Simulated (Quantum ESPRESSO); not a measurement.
# Zn8Se7S (Se on 88 % of the S sites, one arrangement): which shell does photoemission see at 21.2 and 40.8 eV? (LDA)

The valence band of Zn8Se7S (Se on 88 % of the S sites, one arrangement) mixes several shells. Work out by hand which one leads the spectrum's area at each photon energy.

Filled states come from the projected DOS of Quantum ESPRESSO 7.5 (LDA, plane waves); cross sections σ and asymmetry parameters β are those of free atoms in a Dirac–Hartree–Slater calculation. A shell's area is states × σ × angular factor, which is 1 − β·P₂(cos θ)/2 for unpolarised light, with θ = 54.7° from the beam and P₂ = 0.001.

**At 21.2 eV** (states counted from 11.2 eV below the zero; other shells add 5.8 to the products' sum of 98.9):

| shell | filled states a cell | cross section (Mb an electron) | β | angular factor | product | share by hand (%) | share in the simulated spectrum (%) |
| --- | --- | --- | --- | --- | --- | --- | --- |
| Zn 3d | 79.23 | 0.394 | 0.01 | 1.00 | 31.2 | 32 | 32 |
| Se 4p | 30.35 | 2.04 | 1.83 | 1.00 | 61.9 | 63 | 63 |

**At 40.8 eV** (states counted from 15.1 eV below the zero; other shells add 2.2 to the products' sum of 67.1):

| shell | filled states a cell | cross section (Mb an electron) | β | angular factor | product | share by hand (%) | share in the simulated spectrum (%) |
| --- | --- | --- | --- | --- | --- | --- | --- |
| Zn 3d | 79.75 | 0.759 | -0.10 | 1.00 | 60.5 | 90 | 90 |
| Se 4p | 30.38 | 0.145 | 1.37 | 1.00 | 4.4 | 7 | 7 |

Se 4p leads at 21.2 eV and Zn 3d at 40.8 eV. Between the two energies σ of Se 4p changes by a factor 0.071 and that of Zn 3d by 1.9, so their ratio moves 27-fold in favour of the second. The simulated spectrum uses the same rule on the energy-resolved DOS, so the two share columns agree within a few points.

Only crystals where the two columns agree within 4 points and the lead is clear are worked in this form. Free-atom cross sections ignore the solid's final states, no escape depth or background enters, and the count of states a shell hangs on the projection.
